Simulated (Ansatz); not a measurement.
# Be (P6_3/mmc, 2 atoms in the cell): Grüneisen parameters, part 2 of 2

Does Be (P6_3/mmc, 2 atoms in the cell) expand much on heating, by its phonons?

Ansatz 0.2.0; DFT LDA, scalar-relativistic, plane waves, PAW; PAW set soft_1.

So far, highest frequency on the path or at a solved wavevector (cm⁻¹): step 2 (response at finite wavevector) 715.

## Step 4: Phonons at the other volume, volume ratio 0.97

The phonons are repeated at this volume on the same k and q meshes.

input.yaml

```yaml
crystal:
  lattice:
    - [2.204229873, 0.0, 0.0]
    - [-1.1021149365, 1.9089190658, 0.0]
    - [0.0, 0.0, 3.4793549615]
  atoms:
    - { symbol: Be, position: [0.3333333333, 0.6666666667, 0.25] }
    - { symbol: Be, position: [0.6666666667, 0.3333333333, 0.75] }
kpoints:
  mp_grid: { grid: [24, 24, 12] }
hamiltonian:
  xc: lda
  pseudopotentials: { kind: paw, azcp: { folder: soft_1 }, xc_functional: pbe }
scf:
  occupations: { method: methfessel_paxton, width: 0.2 }
output:
  eigenvalues: true
phonons:
  method: dfpt
  qmesh: [6, 6, 4]
  temperatures: { t_max: 1000, t_step: 50 }
  qpath:
    path:
      - [[0.0, 0.0, 0.0], [0.5, 0.0, 0.0], [0.33333333, 0.33333333, 0.0], [0.0, 0.0, 0.0], [0.0, 0.0, 0.5], [0.5, 0.0, 0.5], [0.33333333, 0.33333333, 0.5], [0.0, 0.0, 0.5]]
      - [[0.5, 0.0, 0.5], [0.5, 0.0, 0.0]]
      - [[0.33333333, 0.33333333, 0.5], [0.33333333, 0.33333333, 0.0]]
    npoints: 10
```

Started as:

```sh
> ansatz run input.yaml --threads 4 --pin off --max-ram 10240MiB --backend cpu --events-out ev --progress --plain --runs-dir out
```

Numbers of over 12 decimals in the logs are rounded to 6 here.

What it wrote:

```text
[...]
Crystal: 2 atoms, lattice volume = 14.640 Å³
Basis set: ecut = 420 eV, 287 PW (Γ), exchange–correlation on 30×30×48 points (8 copies of the dense FFT grid, shifted against one another)
Bands: 6, of which v1, the nominal top of the filled ones, is band 2 counted from 1 (1 counted from 0)
Symmetry: 24 space group operations
k-points: 427 of 6912
[...]
SCF iter   1: F=—  HF=-176.460606 eV  |F-HF|=—  |Δ(HF+E_count)|=         —  Δρ=1.59e-2  dr2=2.63e-2  ethr=3.10e-3  ⟨swp⟩=4.6  Hψ=21043  notcnv=0
[...]
SCF iter   6: F=-176.461889 eV  HF=-176.461889 eV  |F-HF|=6.54e-13  |Δ(HF+E_count)|=  5.93e-11  S|Δr|=    0.00e0  Δρ=2.25e-7  dr2=5.15e-12  ethr=1.00e-12  ⟨swp⟩=4.7  Hψ=6916  notcnv=0
SCF 1 converged in 6 iterations: F = -176.461889 eV  dr2 = 5.15e-12
[...]
NSCF: frozen V_eff on 427 k-points
[...]
SCF converged after 6 iterations
[...]
Free energy (F): -176.461889 eV
[...]
Internal energy: -176.461449 eV  (E = F + TS)
E sigma→0 (E₀):  -176.461779 eV
Entropy (-TS):   -0.000440 eV (-0.220 meV/atom)
Fermi energy:    8.620407 eV
[...]
--- Band table (eV; the first three rows and the last of 427) ---
[...]
ASR residual: 3.186e-5 → 0.000e0 eV/Å²; symmetrization residual: 7.105e-15 eV/Å²
  ASR residual per site (eV/Å²): 3.19e-5 3.19e-5
  Γ frequencies (cm⁻¹): 0.00 0.00 0.00 489.61 489.61 744.52
--- Phonons (arbitrary-q DFPT): 21 irreducible q on the 6×6×4 mesh ---
[...]
interpolated dispersion: 93 rows × 6 modes
[...]
```

Elapsed: 3.2 min, on 4 threads of Arm Neoverse V1, shared host; peak memory 1.7 GiB; 12 min of CPU time.

Numbers from this step:

| Quantity | Value |
| --- | --- |
| sum-rule residual before enforcement | 3.19e-5 eV/Å² |
| highest frequency on the path or at a solved wavevector | 744.5 cm⁻¹ |
| mean frequency | 539.3 cm⁻¹ |
| Debye temperature (second moment) | 1027 K |
| logarithmic mean frequency | 523.1 cm⁻¹ |
| highest optical mode at the zone centre (no LO-TO term) | 744.5 cm⁻¹ |
| lowest optical zone-centre mode | 489.6 cm⁻¹ |
| lowest mode on the q mesh (acoustic modes at Γ apart) | 213.8 cm⁻¹ |
| zero-point energy per atom | 100.3 meV |
| heat capacity at 300 K | 14.72 J/(mol atoms K) |
| vibrational entropy at 300 K | 8.099 J/(mol atoms K) |

Frequencies (cm⁻¹) solved at each irreducible wavevector; negative means imaginary. Frequencies by wavevector, by row:

| q in reciprocal lattice units | star | mode 1 | mode 2 | mode 3 | mode 4 | mode 5 | mode 6 |
| --- | --- | --- | --- | --- | --- | --- | --- |
| 0 0 0 | 1 | 0 | 0 | 0 | 489.6 | 489.6 | 744.5 |
| 0 0 0.25 | 2 | 213.8 | 213.8 | 308.1 | 470.1 | 470.1 | 684.1 |
| 0 0 -0.5 | 1 | 378.8 | 378.8 | 378.8 | 378.8 | 540.2 | 540.2 |
| 0 0.1667 0 | 6 | 230.8 | 238.2 | 337.5 | 521.8 | 539.9 | 726.7 |
| 0 0.1667 0.25 | 12 | 285.1 | 304.3 | 443.7 | 491.5 | 496.6 | 707.3 |
| 0 0.1667 -0.5 | 6 | 387.1 | 387.1 | 398.8 | 398.8 | 622.3 | 622.3 |
| 0 0.3333 0 | 6 | 372.7 | 387 | 570.6 | 584.2 | 605.9 | 667.4 |
| 0 0.3333 0.25 | 12 | 404 | 458.4 | 551 | 565 | 593.2 | 704.2 |
| 0 0.3333 -0.5 | 6 | 475.9 | 475.9 | 507.8 | 507.8 | 678.9 | 678.9 |
| 0 -0.5 0 | 3 | 431.4 | 456.5 | 620.9 | 623.8 | 646.9 | 656.4 |
| 0 -0.5 0.25 | 6 | 461.7 | 513.9 | 593 | 604.2 | 660.5 | 686.5 |
| 0 -0.5 -0.5 | 3 | 529.4 | 529.4 | 553.4 | 553.4 | 702.9 | 702.9 |
| 0.1667 0.1667 0 | 6 | 332.5 | 350.4 | 491.4 | 590.3 | 611.3 | 686.1 |
| 0.1667 0.1667 0.25 | 12 | 380.1 | 413.6 | 527 | 543 | 584.7 | 717.9 |
| 0.1667 0.1667 -0.5 | 6 | 434.2 | 434.2 | 511.4 | 511.4 | 667.8 | 667.8 |
| 0.1667 0.3333 0 | 12 | 449.3 | 455.4 | 555.4 | 621.6 | 641 | 674.5 |
| 0.1667 0.3333 0.25 | 24 | 456.2 | 497.1 | 567.8 | 616.3 | 661.7 | 695.9 |
| 0.1667 0.3333 -0.5 | 12 | 470.8 | 470.8 | 599 | 599 | 701.6 | 701.6 |
| 0.3333 0.3333 0 | 2 | 538.5 | 538.5 | 541.9 | 541.9 | 588 | 696.7 |
| 0.3333 0.3333 0.25 | 4 | 481.6 | 481.6 | 596.1 | 640.2 | 640.2 | 671.3 |
| 0.3333 0.3333 -0.5 | 2 | 455.3 | 455.3 | 636.3 | 636.3 | 695 | 695 |

The highest optical mode at the zone centre (no LO-TO term) is 744.5 cm⁻¹, +29.4 cm⁻¹ against the base run.

## Step 5: Relaxing at another volume, volume ratio 1.03

The volume is scaled by 1.03 and held, while shape and atoms relax as far as symmetry allows. The modes can then be followed against volume.

input.yaml, the sections that differ from step 4:

```yaml
crystal:
  lattice:
    - [2.2498840468, 0.0, 0.0]
    - [-1.1249420234, 1.9484567401, 0.0]
    - [0.0, 0.0, 3.5461550717]
  atoms:
    - { symbol: Be, position: [0.3333333333, 0.6666666667, 0.25] }
    - { symbol: Be, position: [0.6666666667, 0.3333333333, 0.75] }
output:
  forces: true
  stress: true
  eigenvalues: true
  write_density: true
  write_potential: true
  elf: true
  volumetric_format: npy
relax:
  adjacent_minimum: "off"
  f_tol: 0.001
  max_steps: 60
  cell: { stress_tol: 0.01, fix: [volume] }
# kpoints, hamiltonian, scf: as in step 4
# phonons: removed
```

What it wrote:

```text
[...]
Crystal: 2 atoms, lattice volume = 15.546 Å³
Basis set: ecut = 420 eV, 311 PW (Γ)
Bands: 6, of which v1, the nominal top of the filled ones, is band 2 counted from 1 (1 counted from 0)
Symmetry: 24 space group operations
[...]
k-points: 427 of 6912
[...]
P = ⅓ Tr σ = -3.6788 GPa (-36.788 kbar)
--- Band table (eV; the first three rows and the last of 427) ---
[...]
--- Relaxed structure (3 steps of the walk, 3 accepted, 1 SCFs on fresh bases) ---
[...]
cell:  # Å, volume = 15.5456 Å³
    - [2.251018, 0.0, 0.0]
    - [-1.125509, 1.949439, 0.0]
    - [0.0, 0.0, 3.542584]
  atoms:
    - { symbol: Be, position: [0.333333, 0.666667, 0.25] }
    - { symbol: Be, position: [0.666667, 0.333333, 0.750000] }
[key lines of the parts left out:]
SCF converged after 3 iterations
Free energy (F): -176.462408 eV
Fermi energy:    8.048473 eV
```

Wall time 3.7 s (4 threads); peak memory 0.34 GiB.

Relaxation path:

| step | energy less that of the first step (eV) | largest force component (eV/Å) | pressure (GPa) | volume (Å³) |
| --- | --- | --- | --- | --- |
| 1 | 0.0000 | 0.0000 | -3.70 | 15.55 |
| 2 | 0.0000 | 0.0000 | -3.68 | 15.55 |
| 3 | 0.0000 | 0.0000 | -3.68 | 15.55 |
| 4* | 0.0000 | 0.0000 | -3.68 | 15.55 |

Relaxation steps marked * repeat the geometry before them on a plane-wave basis chosen anew for their cell, so energy and pressure can jump there.

The run keeps the 24 symmetry operations that it works with, so distortions that break them were not tested.

| conventional cell, symmetrised | before | after | change |
| --- | --- | --- | --- |
| a (Å) | 2.250 | 2.251 | +0.1 % |
| b (Å) | 2.250 | 2.251 | +0.1 % |
| c (Å) | 3.546 | 3.543 | -0.1 % |
| volume (Å³/atom) | 7.77 | 7.77 | +0.0 % |

The relaxed structure:

```xyz
2
Lattice="2.2510 0.0000 0.0000 -1.1255 1.9494 0.0000 0.0000 0.0000 3.5426" Properties=species:S:1:pos:R:3 pbc="T T T"
Be    0.0000    1.2996    0.8856
Be    1.1255    0.6498    2.6569
```

This step gave:

| Property | Result |
| --- | --- |
| pressure | -3.679 GPa |
| volume per atom | 7.773 Å³ |

The cell grew by 0.0 % in volume.

## Step 6: Phonons at the other volume, volume ratio 1.03

The phonons are repeated at this volume on the same k and q meshes.

input.yaml, the sections that differ from step 5:

```yaml
crystal:
  lattice:
    - [2.2510178651, 0.0, 0.0]
    - [-1.1255089325, 1.9494386555, 0.0]
    - [0.0, 0.0, 3.542583636]
  atoms:
    - { symbol: Be, position: [0.3333333333, 0.6666666667, 0.25] }
    - { symbol: Be, position: [0.6666666667, 0.3333333333, 0.75] }
output:
  eigenvalues: true
phonons:
  method: dfpt
  qmesh: [6, 6, 4]
  temperatures: { t_max: 1000, t_step: 50 }
  qpath:
    path:
      - [[0.0, 0.0, 0.0], [0.5, 0.0, 0.0], [0.33333333, 0.33333333, 0.0], [0.0, 0.0, 0.0], [0.0, 0.0, 0.5], [0.5, 0.0, 0.5], [0.33333333, 0.33333333, 0.5], [0.0, 0.0, 0.5]]
      - [[0.5, 0.0, 0.5], [0.5, 0.0, 0.0]]
      - [[0.33333333, 0.33333333, 0.5], [0.33333333, 0.33333333, 0.0]]
    npoints: 10
# kpoints, hamiltonian, scf: as in step 5
# relax: removed
```

What it wrote:

```text
[...]
Crystal: 2 atoms, lattice volume = 15.546 Å³
Basis set: ecut = 420 eV, 311 PW (Γ), exchange–correlation on 32×32×48 points (8 copies of the dense FFT grid, shifted against one another)
Bands: 6, of which v1, the nominal top of the filled ones, is band 2 counted from 1 (1 counted from 0)
Symmetry: 24 space group operations
k-points: 427 of 6912
[...]
Entropy (-TS):   -0.000470 eV (-0.235 meV/atom)
Fermi energy:    8.048473 eV
[...]
--- Band table (eV; the first three rows and the last of 427) ---
[...]
ASR residual: 3.090e-5 → 0.000e0 eV/Å²; symmetrization residual: 1.406e-11 eV/Å²
  ASR residual per site (eV/Å²): 3.09e-5 3.09e-5
  Γ frequencies (cm⁻¹): 0.00 0.00 0.00 467.34 467.34 686.97
--- Phonons (arbitrary-q DFPT): 21 irreducible q on the 6×6×4 mesh ---
[...]
interpolated dispersion: 93 rows × 6 modes
[...]
[key lines of the parts left out:]
SCF converged after 6 iterations
Free energy (F): -176.462409 eV
```

Wall time 3.3 min (4 threads); peak memory 1.8 GiB.

This step gave:

```yaml
sum_rule_residual_before_enforcement: 3.09e-5 eV/Å²
highest_frequency_on_the_path_or_at_a_solved_wavevector: 687 cm⁻¹
mean_frequency: 502.1 cm⁻¹
debye_temperature_second_moment: 955 K
logarithmic_mean_frequency: 487.7 cm⁻¹
highest_optical_mode_at_the_zone_centre_no_lo_to_term: 687.0 cm⁻¹
lowest_optical_zone_centre_mode: 467.3 cm⁻¹
lowest_mode_on_the_q_mesh_acoustic_modes_at_gamma_apart: 206.1 cm⁻¹
zero_point_energy_per_atom: 93.38 meV
heat_capacity_at_300_k: 15.70 J/(mol atoms K)
vibrational_entropy_at_300_k: 9.147 J/(mol atoms K)
```

Frequencies (cm⁻¹) solved at each irreducible wavevector; negative means imaginary. Frequencies by wavevector, by row:

| q in reciprocal lattice units | star | mode 1 | mode 2 | mode 3 | mode 4 | mode 5 | mode 6 |
| --- | --- | --- | --- | --- | --- | --- | --- |
| 0 0 0 | 1 | 0 | 0 | 0 | 467.3 | 467.3 | 687 |
| 0 0 0.25 | 2 | 206.1 | 206.1 | 286.5 | 448.5 | 448.5 | 631.2 |
| 0 0 -0.5 | 1 | 362.7 | 362.7 | 362.7 | 362.7 | 499.1 | 499.1 |
| 0 0.1667 0 | 6 | 220.4 | 226.5 | 313.1 | 493.5 | 507.6 | 671.1 |
| 0 0.1667 0.25 | 12 | 269.8 | 284.4 | 415.5 | 464.4 | 464.8 | 656.5 |
| 0 0.1667 -0.5 | 6 | 359.6 | 359.6 | 377.2 | 377.2 | 582.2 | 582.2 |
| 0 0.3333 0 | 6 | 353.8 | 364.1 | 526.6 | 546.2 | 554.7 | 616.9 |
| 0 0.3333 0.25 | 12 | 380.5 | 432.9 | 514.8 | 520.2 | 546.2 | 654.7 |
| 0 0.3333 -0.5 | 6 | 444.9 | 444.9 | 471.7 | 471.7 | 631.4 | 631.4 |
| 0 -0.5 0 | 3 | 407.6 | 428.1 | 578.5 | 578.6 | 593.8 | 599.6 |
| 0 -0.5 0.25 | 6 | 434.5 | 484.9 | 552.8 | 562 | 605.9 | 629.6 |
| 0 -0.5 -0.5 | 3 | 494.9 | 494.9 | 518.7 | 518.7 | 647.4 | 647.4 |
| 0.1667 0.1667 0 | 6 | 309.3 | 329.5 | 461.1 | 545.5 | 569 | 634.9 |
| 0.1667 0.1667 0.25 | 12 | 355.3 | 392.5 | 493.5 | 501.2 | 541.4 | 668.2 |
| 0.1667 0.1667 -0.5 | 6 | 407.8 | 407.8 | 475.2 | 475.2 | 622.5 | 622.5 |
| 0.1667 0.3333 0 | 12 | 419 | 425.7 | 512.6 | 576.7 | 589.7 | 623.7 |
| 0.1667 0.3333 0.25 | 24 | 428.4 | 463.6 | 529.1 | 570.8 | 610.6 | 644.3 |
| 0.1667 0.3333 -0.5 | 12 | 440.8 | 440.8 | 558.2 | 558.2 | 649.8 | 649.8 |
| 0.3333 0.3333 0 | 2 | 496.3 | 496.3 | 504.2 | 504.2 | 543.6 | 645.2 |
| 0.3333 0.3333 0.25 | 4 | 448.7 | 448.7 | 551.5 | 595.4 | 595.4 | 621.2 |
| 0.3333 0.3333 -0.5 | 2 | 425.9 | 425.9 | 588.6 | 588.6 | 646.9 | 646.9 |

The highest optical mode at the zone centre (no LO-TO term) is 687.0 cm⁻¹, -28.1 cm⁻¹ against the base run.

## Step 7: Grüneisen parameters

The Grüneisen parameter of a mode is minus the logarithmic change of its frequency with volume, −d ln ω / d ln V; weighted by heat capacity it gives the expansion.

This step gave:

* bulk modulus: 131.3 GPa

Phonon branches along the path, in cm⁻¹:

| point | branch 1 | branch 2 | branch 3 | branch 4 | branch 5 | branch 6 |
| --- | --- | --- | --- | --- | --- | --- |
| Γ | 0 | 0 | 0 | 478 | 478 | 715 |
| halfway | 306 | 312 | 457 | 535 | 549 | 673 |
| M | 419 | 442 | 599 | 601 | 620 | 627 |
| halfway | 448 | 464 | 562 | 581 | 607 | 652 |
| K | 517 | 517 | 523 | 523 | 565 | 670 |
| halfway | 321 | 340 | 476 | 567 | 590 | 660 |
| Γ | 0 | 0 | 0 | 478 | 478 | 715 |
| halfway | 210 | 210 | 297 | 459 | 459 | 657 |
| A | 371 | 371 | 371 | 371 | 519 | 519 |
| halfway | 419 | 419 | 431 | 431 | 634 | 634 |
| L | 512 | 512 | 536 | 536 | 674 | 674 |
| halfway | 462 | 462 | 589 | 589 | 675 | 675 |
| H | 440 | 440 | 612 | 612 | 670 | 670 |
| halfway | 421 | 421 | 493 | 493 | 645 | 645 |
| A | 371 | 371 | 371 | 371 | 519 | 519 |
| jump to L | 512 | 512 | 536 | 536 | 674 | 674 |
| halfway | 448 | 499 | 572 | 583 | 632 | 657 |
| M | 419 | 442 | 599 | 601 | 620 | 627 |
| jump to H | 440 | 440 | 612 | 612 | 670 | 670 |
| halfway | 465 | 465 | 573 | 617 | 617 | 646 |
| K | 517 | 517 | 523 | 523 | 565 | 670 |

The same for volume x 0.97:

| point | branch 1 | branch 2 | branch 3 | branch 4 | branch 5 | branch 6 |
| --- | --- | --- | --- | --- | --- | --- |
| Γ | 0 | 0 | 0 | 490 | 490 | 744 |
| M | 431 | 456 | 621 | 624 | 647 | 656 |
| K | 538 | 538 | 542 | 542 | 588 | 697 |
| Γ | 0 | 0 | 0 | 490 | 490 | 744 |
| A | 379 | 379 | 379 | 379 | 540 | 540 |
| L | 529 | 529 | 553 | 553 | 703 | 703 |
| H | 455 | 455 | 636 | 636 | 695 | 695 |
| A | 379 | 379 | 379 | 379 | 540 | 540 |
| L | 529 | 529 | 553 | 553 | 703 | 703 |
| M | 431 | 456 | 621 | 624 | 647 | 656 |
| H | 455 | 455 | 636 | 636 | 695 | 695 |
| K | 538 | 538 | 542 | 542 | 588 | 697 |

The same for volume x 1.03:

| point | branch 1 | branch 2 | branch 3 | branch 4 | branch 5 | branch 6 |
| --- | --- | --- | --- | --- | --- | --- |
| Γ | 0 | 0 | 0 | 467 | 467 | 687 |
| M | 408 | 428 | 578 | 579 | 594 | 600 |
| K | 496 | 496 | 504 | 504 | 544 | 645 |
| Γ | 0 | 0 | 0 | 467 | 467 | 687 |
| A | 363 | 363 | 363 | 363 | 499 | 499 |
| L | 495 | 495 | 519 | 519 | 647 | 647 |
| H | 426 | 426 | 589 | 589 | 647 | 647 |
| A | 363 | 363 | 363 | 363 | 499 | 499 |
| L | 495 | 495 | 519 | 519 | 647 | 647 |
| M | 408 | 428 | 578 | 579 | 594 | 600 |
| H | 426 | 426 | 589 | 589 | 647 | 647 |
| K | 496 | 496 | 504 | 504 | 544 | 645 |

The first set of phonon branches as a text plot (rows in cm⁻¹):

```
    729 |*                    *
    698 | ***              *** *
    667 |    *     *****  *     *       ***********      **  * **
    636 |     * ***     **            **           **     *****
    605 |      *****   ***       *   *       *****   *     ***
    574 |    ***  ******            *       *         *  ***  ***
    543 |   **     ** *   *       **      **      *    * *      *
    512 | ****       ****  **           ***             ***     *
    481 |**        ** ** *  ****  *    *** **      *     * *   *
    450 |       ****   *        *      *     ****** *     * ***
    419 |      ***      * *      *    *            *       **
    388 |   * **         *       ** **              ***
    357 |    *           * *      ****                ***
    326 |
    295 |  *              *     **
    264 |   *             *
    233 |                  **
    202 | **                    *
    171 |                   *
    140 | *
    109 |*                   * *
     78 |*                   * *
     47 |
     16 |                     *
         Γ      M    K        Γ   A       L    H       A|L M|H  K
```

Mode Grueneisen parameter -dln(w)/dln(V), modes matched by rank; at Γ the acoustic branches take the value of a neighbouring point of the path. The mode Grüneisen parameters at the labelled points ():

| point | branch 1 | branch 2 | branch 3 | branch 4 | branch 5 | branch 6 |
| --- | --- | --- | --- | --- | --- | --- |
| Γ | 0.80 | 0.75 | 1.30 | 0.78 | 0.78 | 1.34 |
| halfway | 0.79 | 0.94 | 1.27 | 1.04 | 1.29 | 1.32 |
| M | 0.95 | 1.07 | 1.18 | 1.25 | 1.43 | 1.51 |
| halfway | 1.14 | 1.13 | 1.38 | 1.24 | 1.38 | 1.32 |
| K | 1.36 | 1.36 | 1.20 | 1.20 | 1.31 | 1.28 |
| halfway | 1.21 | 1.02 | 1.06 | 1.32 | 1.19 | 1.29 |
| Γ | 0.80 | 0.75 | 1.27 | 0.78 | 0.78 | 1.34 |
| halfway | 0.61 | 0.61 | 1.21 | 0.78 | 0.78 | 1.34 |
| A | 0.72 | 0.72 | 0.72 | 0.72 | 1.32 | 1.32 |
| halfway | 1.06 | 1.06 | 1.29 | 1.29 | 1.13 | 1.13 |
| L | 1.12 | 1.12 | 1.08 | 1.08 | 1.37 | 1.37 |
| halfway | 1.10 | 1.10 | 1.19 | 1.19 | 1.29 | 1.29 |
| H | 1.12 | 1.12 | 1.30 | 1.30 | 1.19 | 1.19 |
| halfway | 1.05 | 1.05 | 1.22 | 1.22 | 1.17 | 1.17 |
| A | 0.72 | 0.72 | 0.72 | 0.72 | 1.32 | 1.32 |
| jump to L | 1.12 | 1.12 | 1.08 | 1.08 | 1.37 | 1.37 |
| halfway | 1.01 | 0.97 | 1.17 | 1.21 | 1.44 | 1.44 |
| M | 0.95 | 1.07 | 1.18 | 1.25 | 1.43 | 1.51 |
| jump to H | 1.12 | 1.12 | 1.30 | 1.30 | 1.19 | 1.19 |
| halfway | 1.18 | 1.18 | 1.30 | 1.21 | 1.21 | 1.29 |
| K | 1.36 | 1.36 | 1.20 | 1.20 | 1.31 | 1.28 |

The mode Grüneisen parameters as a text plot (rows in , shown from 0.6 to 1.5 only):

```
   1.48 |     *  *                                         *
   1.44 |       **                                        ***
   1.40 |    * *  **                                     *
   1.36 |     *   **** ***                **
   1.32 |*****    * ****  *********         *           *       *
   1.29 |**   **   *******   **   *   *  *   ****            ****
   1.25 |  **   ****   ***       * *   **        *     *   **  *
   1.21 |        * ****     *   *       *    ** *****     *   *
   1.17 |      **   * **  *         ** *    *  *  **     ******
   1.13 |   * *    *    ** *   *      * ****   *    ***      *
   1.10 |    *   **      **          * *  ***** **   **
   1.06 |      **         *           *           ***    *  *
   1.02 |     *            *        *                *    *
   0.98 |  ***             *                             ***
   0.95 |       **        *                                 *
   0.91 |  *   *            *        *
   0.87 | * * *             *                          *
   0.83 | ** *             *       *                  *
   0.79 |**                 *****   *
   0.76 |* **                **  ***                   *
   0.72 |                         *                     *
   0.68 |
   0.64 |                        *
   0.60 |                       *
         Γ      M    K        Γ   A       L    H       A|L M|H  K
```

(dS/dlnV)/C_V. Table of thermodynamic Grueneisen parameter by temperature:

| temperature (K) | thermodynamic Grueneisen parameter |
| --- | --- |
| 50 | 0.917 |
| 100 | 1.03 |
| 150 | 1.10 |
| 200 | 1.12 |
| 250 | 1.14 |
| 300 | 1.15 |
| 350 | 1.15 |
| 400 | 1.16 |
| 450 | 1.16 |
| 500 | 1.16 |
| 550 | 1.16 |
| 600 | 1.16 |
| 650 | 1.16 |
| 700 | 1.16 |
| 750 | 1.16 |
| 800 | 1.17 |
| 850 | 1.17 |
| 900 | 1.17 |
| 950 | 1.17 |
| 1000 | 1.17 |

Gamma C_V/(B V) at the static volume. Table of volume expansion by temperature:

| temperature (K) | volume expansion (1e-6/K) |
| --- | --- |
| 50 | 0.17 |
| 100 | 2.62 |
| 150 | 9.33 |
| 200 | 17.2 |
| 250 | 24.0 |
| 300 | 29.3 |
| 350 | 33.2 |
| 400 | 36.2 |
| 450 | 38.4 |
| 500 | 40.1 |
| 550 | 41.5 |
| 600 | 42.5 |
| 650 | 43.4 |
| 700 | 44.1 |
| 750 | 44.7 |
| 800 | 45.1 |
| 850 | 45.5 |
| 900 | 45.9 |
| 950 | 46.2 |
| 1000 | 46.4 |

## Step 8: Results

```yaml
bulk_modulus: 131 GPa
thermodynamic_grueneisen_parameter_at_300_k: 1.148
volume_expansion_at_300_k_estimated: 29.26 × 10⁻⁶ K⁻¹
```

**Reading.** By this estimate the volume grows by 29.3 × 10⁻⁶ per kelvin at 300 K. The highest optical mode at Γ goes from 745 to 687 cm⁻¹ as the cell grows, a Grüneisen parameter of 1.34. Mode parameters on the path run from 0.57 to 1.5, with a median of 1.2. Branches are matched by rank, so values near crossings are rough. The expansion is the Grüneisen estimate at the static volume, with the static bulk modulus. With no gap, or one that is small against the smearing, the frequencies hang on the k mesh and the smearing, most of all near Kohn anomalies. The PAW files were made for PBE and serve the other functionals too.

[Logs are printed without paths, hosts, clocks, repeated set-up lines and the standing remarks that a program may print on its own settings, such as how far it seeks lower states.]

[Hosts, paths, dates, database ids (printed as entryN), source tags and the programs' standing remarks are cut or masked in the printed files.]
